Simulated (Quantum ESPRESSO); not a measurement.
## LiCl (Fm-3m): the LO frequency by hand

How high does the longitudinal optical mode of LiCl (Fm-3m) lie, given the transverse one, the Born charge and ε∞?

Calculated with Quantum ESPRESSO 7.5; DFT PBE, scalar-relativistic, plane waves, PseudoDojo norm-conserving pseudopotentials.

The database entry behind the starting cell differs from later determinations by our own check (0.1 to 0.3 % short, probably kX units), so it need not match the best structure at ambient conditions.

## Step 1: Set-up

It takes space group Fm-3m (No. 225, cubic). Conventional cell: a = 5.150 Å, b = 5.150 Å, c = 5.150 Å, α = 90.00°, β = 90.00°, γ = 90.00°. Li has 6 Cl at 2.57 Å nearest. Nearest to Cl lie 6 Li at 2.57 Å. Farther neighbours and most contacts between anions are not listed.

Coordinates:

```
CELL_PARAMETERS angstrom
-2.57499 0.00000 2.57499
0.00000 2.57499 2.57499
-2.57499 2.57499 0.00000
ATOMIC_POSITIONS crystal
Li 0.00000 0.00000 0.00000
Cl 0.50000 0.50000 0.50000
```

This is the cell after its relaxation at this level of theory, not the database cell from which that began.

## Step 2: What the response run gave

A linear-response run on the relaxed cell, with the response to an electric field; only its zone-centre results are used. Cutoff 81 Ry, k mesh 8×8×8.

What it wrote:

```text
[banners, grids, parts of the stress and lines that vanish by symmetry left out]
Program PHONON v.7.5
     Reading xml data from directory:

[...]
Exchange-correlation= PBE
                           (   1   4   3   4   0   0   0)
[...]
(   8 q-points):
[...]
kinetic-energy cut-off    =      81.0000  Ry
     charge density cut-off    =     324.0000  Ry
     convergence threshold     =      1.0E-18
[...]
Exchange-correlation= PBE
                           (   1   4   3   4   0   0   0)
[...]
q = (   0.0000000   0.0000000   0.0000000 )
     49 Sym.Ops. (with q -> -q+G )
     G cutoff =  388.6554  (  22659 G-vectors)     FFT grid: ( 40, 40, 40)
     number of k points=    29
[...]
Mode symmetry, O_h (m-3m)  point group:
[...]
Dielectric constant
[...]
End of electric fields calculation
          Dielectric constant in cartesian axis
          (       2.949128464       0.000000000       0.000000000 )
          (       0.000000000       2.949128464      -0.000000000 )
          (       0.000000000      -0.000000000       2.949128464 )
          Effective charges (d Force / dE) in cartesian axis without acoustic sum rule applied (asr)
           atom    1  Li    Mean Z*:        1.18867
      Ex  (        1.18867       -0.00000        0.00000 )
      Ey  (       -0.00000        1.18867       -0.00000 )
      Ez  (        0.00000       -0.00000        1.18867 )
           atom    2  Cl    Mean Z*:       -1.18929
      Ex  (       -1.18929       -0.00000        0.00000 )
      Ey  (       -0.00000       -1.18929       -0.00000 )
      Ez  (        0.00000       -0.00000       -1.18929 )
          Effective charges Sum: Mean:       -0.00063
[...]
Effective charges (d Force / dE) in cartesian axis with asr applied:
           atom    1  Li    Mean Z*:        1.18898
[...]
atom    2  Cl    Mean Z*:       -1.18898
[...]
Representation #   1 modes #   1   2   3
[...]
End of self-consistent calculation
     Convergence has been achieved
     Representation #   2 modes #   4   5   6
[...]
End of self-consistent calculation
     Convergence has been achieved
[...]
Dielectric constant in cartesian axis
          (       2.949128464       0.000000000       0.000000000 )
          (       0.000000000       2.949128464      -0.000000000 )
          (       0.000000000      -0.000000000       2.949128464 )
          Effective charges (d Force / dE) in cartesian axis without acoustic sum rule applied (asr)
           atom    1  Li    Mean Z*:        1.18867
[...]
Mode symmetry, C_s (m)     point group:
[...]
q = (    0.530330086  -0.176776695   0.530330086 )
[...]
Mode symmetry, C_s (m)     point group:
     freq (   1-   1) =        119.0  [cm-1]   --> A''
     freq (   2-   2) =        141.9  [cm-1]   --> A'
     freq (   3-   3) =        181.0  [cm-1]   --> A'
     freq (   4-   4) =        181.7  [cm-1]   --> A''
     freq (   5-   5) =        195.6  [cm-1]   --> A'
     freq (   6-   6) =        290.1  [cm-1]   --> A'
[...]
Mode symmetry, C_2v (mm2)  point group:
[...]
q = (    0.353553391   0.000000000   0.353553391 )
[...]
Mode symmetry, C_2v (mm2)  point group:
     freq (   1-   1) =        102.2  [cm-1]   --> B_1  D_3  S_3
     freq (   2-   2) =        140.2  [cm-1]   --> B_2  D_4  S_4
     freq (   3-   3) =        174.2  [cm-1]   --> A_1  D_1  S_1
     freq (   4-   4) =        183.2  [cm-1]   --> B_1  D_3  S_3
     freq (   5-   5) =        189.4  [cm-1]   --> B_2  D_4  S_4
     freq (   6-   6) =        330.8  [cm-1]   --> A_1  D_1  S_1
[...]
Mode symmetry, D_4h(4/mmm) point group:
[...]
Convergence has been achieved
[...]
Convergence has been achieved
[...]
Convergence has been achieved
[...]
Convergence has been achieved
[...]
q = (    0.000000000  -0.707106781   0.000000000 )
[...]
freq (    5) =       5.709765 [THz] =     190.457253 [cm-1]
     freq (    6) =       6.291864 [THz] =     209.874007 [cm-1]
[...]
Mode symmetry, D_4h(4/mmm) point group:
     freq (   1-   2) =        127.1  [cm-1]   --> E_u  X_5' M_5'
     freq (   3-   4) =        181.3  [cm-1]   --> E_u  X_5' M_5'
     freq (   5-   5) =        190.5  [cm-1]   --> A_2u X_4' M_4'
     freq (   6-   6) =        209.9  [cm-1]   --> A_2u X_4' M_4'
[...]
Mode symmetry, D_2d (-42m) point group:
[...]
Representation #   1 mode #   1
[...]
Convergence has been achieved
     Representation #   2 mode #   2
[...]
Convergence has been achieved
     Representation #   3 modes #   3   4
[...]
End of self-consistent calculation
     Convergence has been achieved
     Representation #   4 modes #   5   6
[...]
End of self-consistent calculation
     Convergence has been achieved
[...]
q = (   -0.353553391  -0.707106781   0.000000000 )
[...]
freq (    1) =       4.325966 [THz] =     144.298681 [cm-1]
     freq (    2) =       5.000778 [THz] =     166.808013 [cm-1]
     freq (    3) =       5.000778 [THz] =     166.808013 [cm-1]
     freq (    4) =       5.928418 [THz] =     197.750729 [cm-1]
     freq (    5) =       5.928418 [THz] =     197.750729 [cm-1]
     freq (    6) =       7.088816 [THz] =     236.457443 [cm-1]
[...]
Mode symmetry, D_2d (-42m) point group:
     freq (   1-   1) =        144.3  [cm-1]   --> A_1  X_1  W_1
     freq (   2-   3) =        166.8  [cm-1]   --> E    X_5  W_3
     freq (   4-   5) =        197.8  [cm-1]   --> E    X_5  W_3
     freq (   6-   6) =        236.5  [cm-1]   --> B_2  X_3  W_2

   JOB DONE.
```

| quantity | value |
| --- | --- |
| cell volume Ω (Å³) | 34.147 |
| mass of Li (u) | 6.940 |
| mass of Cl (u) | 35.450 |
| Born charge of Li, raw (e) | 1.189 |
| Born charge of Cl, raw (e) | -1.189 |
| ε∞ | 2.949 |
| ω(TO) after the sum rule (cm⁻¹) | 167.5 |

## Step 3: The calculation

The charges must sum to zero over the cell; taking off their mean, 0.000 e, leaves Z* = 1.189 e on Li. In the polar mode Li moves against Cl, so the reduced mass is μ = 6.94 × 35.45 / 42.39 = 5.804 u.

A longitudinal wave builds up a field that adds to the restoring force: ω(LO)² = ω(TO)² + 4π Z*² / (μ Ω ε∞), in Hartree atomic units. With μ = 10580 electron masses and Ω = 230.44 bohr³ the second term is 2.4709e-06 Ha², or 119022 cm⁻² (1 Ha = 219474.6 cm⁻¹).

So ω(LO) = √(28070 + 119022) = 383.5 cm⁻¹, and by the Lyddane-Sachs-Teller relation ε₀ = ε∞ (ω(LO)/ω(TO))² = 15.45.

## Step 4: Check against the program

The analysis program adds the same non-analytic term to the full matrix, here for q along (1 0 0).

What it wrote:

```text
[banner, memory and clock lines left out]
Program DYNMAT v.7.5

     Reading Dynamical Matrix from file x.dyn1
     ...Force constants read
     ...epsilon and Z* read

     Polarizability (A^3 units)
     multiply by 0.606167 for Clausius-Mossotti correction
         5.296491    0.000000    0.000000
         0.000000    5.296491   -0.000000
         0.000000   -0.000000    5.296491

     IR activities are in (D/A)^2/amu units

# mode   [cm-1]    [THz]      IR
    1     -0.00   -0.0000    0.0000
    2     -0.00   -0.0000    0.0000
    3      0.00    0.0000    0.0000
    4    167.54    5.0226    5.6196
    5    167.54    5.0226    5.6196
    6    383.52   11.4975    5.6196
```

ε₀ comes from the program's run without a direction of q.

| quantity | by hand | program |
| --- | --- | --- |
| ω(LO) (cm⁻¹) | 383.5 | 383.5 |
| ε₀ | 15.45 | 15.45 |

## Step 5: Outcome

```json
{
 "TO mode": "167.5 cm⁻¹",
 "LO mode": "383.5 cm⁻¹",
 "static dielectric constant": "15.45"
}
```

**Reading.** The LO mode of LiCl (Fm-3m) lies at 384 cm⁻¹, 216 cm⁻¹ above the TO mode; the formula meets the program within 0.1 cm⁻¹, as it must for a cubic crystal with one polar mode. ω(LO)² − ω(TO)² goes with Z*²/ε∞: an error of 5 % in ε∞ would move the LO mode by 7.5 cm⁻¹, and semilocal functionals tend to overestimate ε∞. These are harmonic values at zero temperature, at the volume of this functional, for the structure held cubic; stability elsewhere in the zone is no part of this calculation.

[Host names and launcher messages were left out of these logs when they were recorded.]

[Logs are printed without paths, hosts, clocks, repeated set-up lines and the standing remarks that a program may print on its own settings, such as how far it seeks lower states.]

[Hosts, paths, dates, database ids (printed as entryN), source tags and the programs' standing remarks are cut or masked in the printed files.]
